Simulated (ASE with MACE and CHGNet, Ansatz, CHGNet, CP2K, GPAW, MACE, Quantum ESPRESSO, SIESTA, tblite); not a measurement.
# Running random rock-salt (Na, Li, K)Cl solid solution (64 atoms) with machine-learned potentials

How do the settings of machine-learned potentials change the result for random rock-salt (Na, Li, K)Cl solid solution (64 atoms)? A plane-wave run serves as the yardstick.

Main program and level: ASE with MACE and CHGNet; the method is named at each step.

### Step 1. The structure

The cell holds 64 atoms: 10 Na, 32 Cl, 11 Li and 11 K. Its edges and angles: a = 11.382 Å, b = 11.382 Å, c = 11.382 Å, α = 90.0°, β = 90.0°, γ = 90.0°. Rock-salt lattice (a = 5.691 Å, the mean of the end members), 2 x 2 x 2 cells, metal sites filled at random with 10 Na, 11 Li, 11 K; then minimised and run for 3 ps at 250 K (NVT) with a classical potential, last frame taken. Then every atom was moved at random, 0.05 Å r.m.s. a Cartesian component.

The yardstick, on the same geometry:

* method: Kohn-Sham DFT, PBE, SSSP efficiency 1.3.0 pseudopotentials, plane waves (Quantum ESPRESSO 7.5); sssp-pbe-1.3.0-efficiency, cutoffs 45/360 Ry, Γ point
* r.m.s. force component: 0.2488 eV/Å
* longest force: 0.9208 eV/Å
* pressure: 2.079 GPa
* gap (highest filled to lowest empty level): 3.943 eV
* time: 4.3 min on 2 MPI ranks of Arm Neoverse V1, shared host
* CPU time: 8.7 min

### Step 2. MACE MP-0b3 medium potential

Method: machine-learned interatomic potential MACE MP-0b3 medium, trained on PBE(+U) plane-wave data.

File run.py:

```python
import numpy as np
from ase.io import read
import mlip  # loads the published weights by name

atoms = read("structure.xyz")
atoms.calc = mlip.calc("mace-mp-0b3-medium")
energy = atoms.get_potential_energy()
forces = atoms.get_forces()
print(f"energy {energy:.6f} eV")
print("forces (eV/A)")
for i, (a, f) in enumerate(zip(atoms, forces)):
    print(f"{i:4d} {a.symbol:2s} {f[0]:10.5f} {f[1]:10.5f} {f[2]:10.5f}")
stress = -atoms.get_stress(voigt=False) * 160.21766
print("stress (GPa, compression positive)")
for row in stress:
    print(" ".join(f"{x:10.4f}" for x in row))
```

File structure.xyz:

```xyz
64
Lattice="11.38200 0.00000 0.00000 0.00000 11.38200 0.00000 0.00000 0.00000 11.38200" Properties=species:S:1:pos:R:3 pbc="T T T"
Na 11.19909 0.17301 11.37711
Cl 2.58599 0.16242 0.15730
Li 0.49000 3.01828 2.75262
Cl 2.96774 3.01930 2.87088
K 2.74249 11.22584 2.98516
Cl 11.01436 0.27863 2.74010
Na 3.01282 2.98425 11.37767
Cl 0.13454 2.94043 0.14136
Na 11.20387 0.30003 5.69624
Cl 2.89900 0.21751 5.78513
K 11.35468 3.06790 8.53570
Cl 3.03103 3.22270 8.58977
K 2.91243 0.02686 8.66102
Cl 11.10872 0.19133 8.49666
Li 3.06529 2.76230 5.45118
Cl 0.43320 2.94077 5.55669
Li 0.19452 5.63455 0.12657
Cl 2.73794 5.70819 0.20692
K 11.24758 8.59432 3.01407
Cl 2.81318 8.20824 2.82342
Li 3.07644 5.56261 2.84459
Cl 0.00672 5.39484 2.69401
Na 2.75240 8.49040 0.08832
Cl 0.07808 8.40925 0.10528
K 11.12249 5.90202 5.84067
Cl 2.89592 5.46564 5.45790
K 10.40736 8.63063 8.84734
Cl 3.24740 8.37419 8.85394
Li 3.03706 5.79014 9.03367
Cl 0.39257 5.98932 8.88046
K 2.82843 8.51931 5.84682
Cl 11.36584 8.96856 5.96792
K 5.71889 0.02299 0.07307
Cl 8.70780 10.70557 10.47918
Li 5.65594 2.99096 2.91607
Cl 8.15315 2.65815 2.24157
Na 8.38649 0.14592 3.23203
Cl 5.68349 0.31904 3.07473
Na 8.58521 2.97856 11.16517
Cl 5.52687 3.02295 11.21537
Na 5.76965 0.18336 5.74825
Cl 8.52535 0.15400 5.97031
Li 5.65424 3.11241 8.63279
Cl 8.29725 2.92700 8.50782
Li 8.46263 0.47349 8.46992
Cl 5.87300 0.26361 8.48187
Li 7.93086 2.54115 6.10940
Cl 5.34146 2.91812 5.79845
Na 5.57456 5.68667 0.10517
Cl 8.61891 5.79105 11.27615
K 5.72583 8.49837 2.93849
Cl 8.45831 8.03911 3.30886
Na 8.49177 5.24972 2.42585
Cl 5.62840 5.43900 2.73498
Na 8.52637 8.32343 0.63136
Cl 5.59425 8.44783 0.04189
[... 4 atom lines left out ...]
Li 8.07416 5.22366 9.01022
Cl 5.63944 5.71661 8.80705
Li 8.40606 9.08602 5.55396
Cl 5.80619 8.99440 5.83168
```

On the command line:

```
$ OMP_NUM_THREADS=1 python run.py > output.txt
```

The log of the run:

```text
energy -217.783166 eV
forces (eV/A)
   0 Na    0.19309   -0.11654   -0.06719
   1 Cl    0.09723   -0.17859   -0.13892
   2 Li   -0.02375    0.18971    0.21392
   3 Cl    0.11990   -0.17464   -0.11983
   4 K    -0.18435    0.24713   -0.03657
   5 Cl   -0.00132   -0.02007    0.21092
   6 Na   -0.62480   -0.05930    0.01440
   7 Cl   -0.37748    0.08724    0.10629
   8 Na    0.52320    0.19915    0.06443
   9 Cl   -0.04580    0.10473   -0.00570
  10 K     0.43622    0.30034   -0.27501
  11 Cl    0.23886   -0.06640    0.12157
  12 K    -0.25410    0.09708   -0.12695
  13 Cl    0.02306    0.01957   -0.01711
  14 Li   -0.63408    0.28161    0.09206
  15 Cl    0.08256   -0.50854   -0.21456
  16 Li    0.26475    0.05064   -0.02006
  17 Cl    0.12532   -0.02485    0.00218
  18 K     0.44106   -0.20775   -0.02069
  19 Cl    0.03312    0.00022    0.01055
  20 Li   -0.21267   -0.08976    0.25011
  21 Cl   -0.11917    0.19466   -0.33284
  22 Na    0.00905   -0.01494   -0.05721
  23 Cl   -0.37731    0.09751    0.38656
[...]
56 K    -0.06039   -0.04141    0.02879
  57 Cl   -0.28017   -0.03591    0.06494
  58 K    -0.08216    0.01142   -0.19121
  59 Cl    0.02521    0.23274    0.13188
  60 Li   -0.15347    0.57130   -0.40517
  61 Cl    0.17718   -0.57460   -0.00886
  62 Li   -0.02977   -0.52399    0.28623
  63 Cl    0.39683   -0.23243   -0.26681
stress (GPa, compression positive)
    1.9224     0.1165     0.0372
    0.1165     1.5746     0.0537
    0.0372     0.0537     2.9090
```

The job ended after 8.9 s (1 thread of Arm Neoverse V1, shared host; peak memory 0.76 GiB).

Banners, paths, timers and routine set-up lines are dropped from the logs unmarked, and long logs keep their key lines alone; longer cuts are marked.

Compared with the plane-wave run:

- r.m.s. force component: 0.2586 eV/Å
- r.m.s. difference of force components: 31.06 meV/Å
- longest difference of force vectors: 128.4 meV/Å
- force difference over r.m.s. force: 12.48 %
- slope of forces against the reference's: 1.032
- correlation of force components: 0.9932
- pressure: 2.135 GPa
- pressure difference: 0.0566 GPa

Length of the force difference by element (eV/Å):

| element | atoms | mean | most |
| --- | --- | --- | --- |
| Cl | 32 | 0.048 | 0.11 |
| K | 11 | 0.040 | 0.06 |
| Li | 11 | 0.064 | 0.13 |
| Na | 10 | 0.042 | 0.071 |

A closer look about K5, picked at random: 9 atoms, nearest first, numbered in the order of the input, with positions taken from that point.

| atom | x | y | z | distance (Å) | bonds | Fx | Fy | Fz (eV/Å) |
| --- | --- | --- | --- | --- | --- | --- | --- | --- |
| K5 | 0.00 | 0.00 | 0.00 | 0.00 | 6 | -0.18 | 0.25 | -0.04 |
| Cl10 | 0.16 | 0.37 | 2.80 | 2.83 | 6 | -0.05 | 0.10 | -0.01 |
| Cl2 | -0.16 | 0.32 | -2.83 | 2.85 | 6 | 0.10 | -0.18 | -0.14 |
| Cl38 | 2.94 | 0.48 | 0.09 | 2.98 | 6 | 0.27 | -0.12 | -0.11 |
| Cl20 | 0.07 | -3.02 | -0.16 | 3.02 | 6 | 0.03 | 0.00 | 0.01 |
| Cl6 | -3.11 | 0.43 | -0.25 | 3.15 | 6 | 0.00 | -0.02 | 0.21 |
| Cl4 | 0.23 | 3.18 | -0.11 | 3.19 | 6 | 0.12 | -0.17 | -0.12 |
| Li15 | 0.32 | 2.92 | 2.47 | 3.83 | 5 | -0.63 | 0.28 | 0.09 |
| K19 | -2.88 | -2.63 | 0.03 | 3.90 | 6 | 0.44 | -0.21 | -0.02 |

Atoms are counted from 1 here, from 0 in the log.

Forces lie 12 % from the reference's, at 0.016 times its CPU time (on 1 against 2 cores).

### Step 3. MACE MP-0b2 small potential

Method: machine-learned interatomic potential MACE MP-0b2 small, trained on PBE(+U) plane-wave data.

run.py, as its differences from that of step 2:

```diff
@@ -5,3 +5,3 @@
 atoms = read("structure.xyz")
-atoms.calc = mlip.calc("mace-mp-0b3-medium")
+atoms.calc = mlip.calc("mace-mp-0b2-small")
 energy = atoms.get_potential_energy()
```

structure.xyz is that of step 2.

The log of the run:

```text
energy -217.324861 eV
forces (eV/A)
   0 Na    0.16071   -0.13938   -0.09591
   1 Cl    0.08861   -0.18073   -0.12277
   2 Li   -0.05506    0.20683    0.18262
   3 Cl    0.11084   -0.13153   -0.16370
   4 K    -0.15940    0.24658   -0.03959
   5 Cl    0.03594   -0.04416    0.16232
   6 Na   -0.62827   -0.06267   -0.00928
   7 Cl   -0.29778    0.13903    0.16584
   8 Na    0.58530    0.13511    0.02166
   9 Cl   -0.06038    0.16784   -0.01371
  10 K     0.42478    0.27722   -0.28856
  11 Cl    0.25176    0.05375    0.21868
  12 K    -0.27168    0.07914   -0.12627
  13 Cl    0.04807    0.01471    0.00582
  14 Li   -0.61587    0.30728    0.10935
  15 Cl    0.08266   -0.50131   -0.29019
  16 Li    0.31020    0.04210   -0.04751
  17 Cl    0.06835   -0.02536    0.01943
  18 K     0.40386   -0.18571    0.01990
  19 Cl    0.03218   -0.05560   -0.03122
  20 Li   -0.17553   -0.04231    0.29049
  21 Cl   -0.11522    0.11010   -0.33571
  22 Na    0.01723    0.01842   -0.03559
  23 Cl   -0.32272    0.06374    0.36668
[...]
56 K    -0.03858    0.07892    0.03128
  57 Cl   -0.28394   -0.05361    0.12988
  58 K    -0.01193    0.06036   -0.17832
  59 Cl    0.00478    0.12187    0.07738
  60 Li   -0.12705    0.68751   -0.43723
  61 Cl    0.14647   -0.62895    0.03256
  62 Li   -0.05384   -0.64090    0.30743
  63 Cl    0.37730   -0.22985   -0.24148
stress (GPa, compression positive)
    1.9736     0.0965     0.0439
    0.0965     1.6074     0.1150
    0.0439     0.1150     2.8735
```

Wall time 6.6 s (1 thread); peak memory 0.67 GiB.

Against the reference:

```yaml
r_m_s_force_component: 0.2588 eV/Å
r_m_s_difference_of_force_components: 40.68 meV/Å
longest_difference_of_force_vectors: 147.9 meV/Å
force_difference_over_r_m_s_force: 16.35 %
slope_of_forces_against_the_reference_s: 1.028
correlation_of_force_components: 0.9879
pressure: 2.151 GPa
pressure_difference: 0.0728 GPa
```

Against the first run (12 %), the force difference from the reference is 16 %, at 0.80 times the CPU time.

### Step 4. CHGNet 0.3.0 potential

Method: machine-learned interatomic potential CHGNet 0.3.0, trained on PBE(+U) plane-wave data.

run.py, as its differences from that of step 3:

```diff
@@ -5,3 +5,3 @@
 atoms = read("structure.xyz")
-atoms.calc = mlip.calc("mace-mp-0b2-small")
+atoms.calc = mlip.calc("chgnet-0.3.0")
 energy = atoms.get_potential_energy()
```

structure.xyz is that of step 3.

The log of the run:

```text
CHGNet v0.3.0 initialized with 412,525 parameters
CHGNet will run on cpu
energy -237.701508 eV
forces (eV/A)
   0 Na    0.13179   -0.05080   -0.03247
   1 Cl    0.07082   -0.14399   -0.13329
   2 Li   -0.00136    0.10070    0.12712
   3 Cl    0.08812   -0.09447   -0.08728
   4 K    -0.21807    0.25287   -0.02260
   5 Cl   -0.05360   -0.00547    0.16018
   6 Na   -0.57634   -0.00144    0.06688
   7 Cl   -0.28112    0.09144    0.14237
   8 Na    0.37540    0.14236   -0.00170
   9 Cl   -0.10238    0.11629    0.02927
  10 K     0.25601    0.23682   -0.19840
  11 Cl    0.27936   -0.01121    0.11209
  12 K    -0.25497    0.12903   -0.07489
  13 Cl    0.05858    0.02498   -0.03138
  14 Li   -0.43247    0.23716    0.02007
  15 Cl    0.07219   -0.41365   -0.22157
  16 Li    0.25446    0.03361   -0.00861
  17 Cl    0.04824   -0.05089   -0.01721
  18 K     0.31857   -0.16886   -0.01358
  19 Cl    0.02867   -0.09457    0.01454
  20 Li   -0.13669   -0.05270    0.16980
  21 Cl   -0.11666    0.13644   -0.28311
  22 Na   -0.01528   -0.02121   -0.02522
  23 Cl   -0.33866    0.07243    0.28654
[...]
56 K    -0.10887    0.00527    0.02007
  57 Cl   -0.22665   -0.09625    0.07312
  58 K     0.04542    0.03823   -0.13188
  59 Cl   -0.01132    0.07577    0.05526
  60 Li   -0.04960    0.45574   -0.29974
  61 Cl    0.16594   -0.51612   -0.01791
  62 Li   -0.01544   -0.37136    0.21774
  63 Cl    0.35500   -0.25257   -0.18398
stress (GPa, compression positive)
    1.7206     0.0834    -0.0130
    0.0834     1.6207     0.0956
   -0.0130     0.0956     2.6819
```

Elapsed: 3.5 s, on 1 thread; peak memory 0.62 GiB.

Numbers from this run, and their distance from the reference:

| Property | Result |
| --- | --- |
| r.m.s. force component | 0.2087 eV/Å |
| r.m.s. difference of force components | 60.22 meV/Å |
| longest difference of force vectors | 209 meV/Å |
| force difference over r.m.s. force | 24.2 % |
| slope of forces against the reference's | 0.8225 |
| correlation of force components | 0.9806 |
| pressure | 2.008 GPa |
| pressure difference | -0.071 GPa |

Against the first run (12 %), the force difference from the reference is 24 %, at 0.42 times the CPU time.

### Step 5. The ladder

Differences are against the plane-wave reference, forces as r.m.s. over components; share is that over the reference's r.m.s. force, slope the least-squares factor from reference forces to these. Total energies of different programs have different zeros and aren't compared.

| run | Δ force, r.m.s. (meV/Å) | share (%) | slope | Δ pressure (GPa) | cores | CPU time | memory (GiB) |
| --- | --- | --- | --- | --- | --- | --- | --- |
| reference | - | - | - | - | 2 | 8.7 min | 3.2 |
| MACE MP-0b3 medium potential | 31.1 | 12.5 | 1.032 | 0.0566 | 1 | 8.2 s | 0.76 |
| MACE MP-0b2 small potential | 40.7 | 16.4 | 1.028 | 0.0728 | 1 | 6.5 s | 0.67 |
| CHGNet 0.3.0 potential | 60.2 | 24.2 | 0.823 | -0.071 | 1 | 3.5 s | 0.62 |

Times of the machine-learned potentials are mostly Python's start and the loading of weights.

CPU time is summed over cores on a shared host, where runs went side by side, so it is rough. Symmetry, cutoffs, thresholds, outputs and thread counts weren't matched or tuned between programs; memory under MPI is the largest rank's times the ranks.

A second geometry, displaced anew (every atom was moved at random, 0.04 Å r.m.s. a Cartesian component), gives an energy difference that all programs can be tested on. The reference puts it at -5.091 meV/atom.

| run | energy less the first geometry's (meV/atom) | error (meV/atom) | force share at the second geometry (%) |
| --- | --- | --- | --- |
| MACE MP-0b3 medium potential | -5.629 | -0.538 | 13.2 |
| MACE MP-0b2 small potential | -5.041 | 0.0498 | 17.4 |
| CHGNet 0.3.0 potential | -4.175 | 0.916 | 26.6 |

### Step 6. What came out

- nearest in forces: MACE MP-0b3 medium potential, 12 %
- its CPU time: 8.2 s

**Reading.** Machine-learned potentials differ by 12 % (MACE MP-0b3 medium potential) to 24 % (CHGNet 0.3.0 potential); they were trained on other programs' data. Among those trained on PBE data the slope goes as low as 0.82. The energy difference between the two geometries, -5.09 meV/atom in the reference, is met best by MACE MP-0b2 small potential (+0.0498) and worst by CHGNet 0.3.0 potential (+0.916). The reference's pressure holds the uncorrected Pulay stress of its 45 Ry basis, so small pressure differences, and their order, may be the reference's own error. Machine-learned potentials mimic data converged in k, so the reference's own k-point error enters their differences. The host structure and its lattice constant were typed by rule, without a check against the phase diagram. The reference's pressure of 2.1 GPa belongs to a cell and atoms that aren't relaxed at this level. The electronic-structure runs sample only Γ, in a cell whose shortest periodic width is 11 Å.

[Also dropped from logs without a mark: logging warnings of Python, and SIESTA's first energy breakdown and zero terms.]

[Logs are printed without paths, hosts, clocks, repeated set-up lines and the standing remarks that a program may print on its own settings, such as how far it seeks lower states.]

[Hosts, paths, dates, database ids (printed as entryN), source tags and the programs' standing remarks are cut or masked in the printed files.]
